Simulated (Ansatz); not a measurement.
Rows from a G0W0 calculation on LiGeN (P6_3mc) (Ansatz 0.2.0; G0W0 on PBE with a share 0.15 of screened exact exchange (omega 0.2078 1/A), plane waves, PAW; PAW set soft_1; 6×6×2 mesh, 308 empty bands, screening to 150 eV, PAW set soft_1 files), in eV. Spin-orbit coupling is left out.

| row | Σx | Σc | Vxc | Z |
| --- | --- | --- | --- | --- |
| A | -9.06 | -4.46 | -13.75 | 0.77 |
| B | -9.04 | -3.58 | -12.79 | 0.79 |
| C | -9.24 | -3.26 | -12.65 | 0.79 |
| D | -18.26 | 1.99 | -15.95 | 0.76 |
| E | -16.16 | 1.58 | -14.09 | 0.77 |
| F | -9.81 | -4.45 | -14.50 | 0.77 |

**Question.** Which rows are filled states and which are empty ones, and how can one tell?

Filled: D and E. Empty: A, B, C and F. The sign of Σc tells: for a filled state bare exchange, which holds its interaction with itself, lies below Vxc (Σx − Vxc is -2.1 eV or lower here) and screening gives part back as a positive Σc. For an empty state Σx lies above Vxc (+3.4 eV or more) and the Coulomb hole leaves Σc negative.

[Runs of the session that timed out or met a known fault of the program may be left out.]

[Cells called generated may have been cut or substituted from an entry of the Crystallography Open Database or the Materials Project.]

[Hosts, paths, dates, database ids (printed as entryN), source tags and the programs' standing remarks are cut or masked in the printed files.]
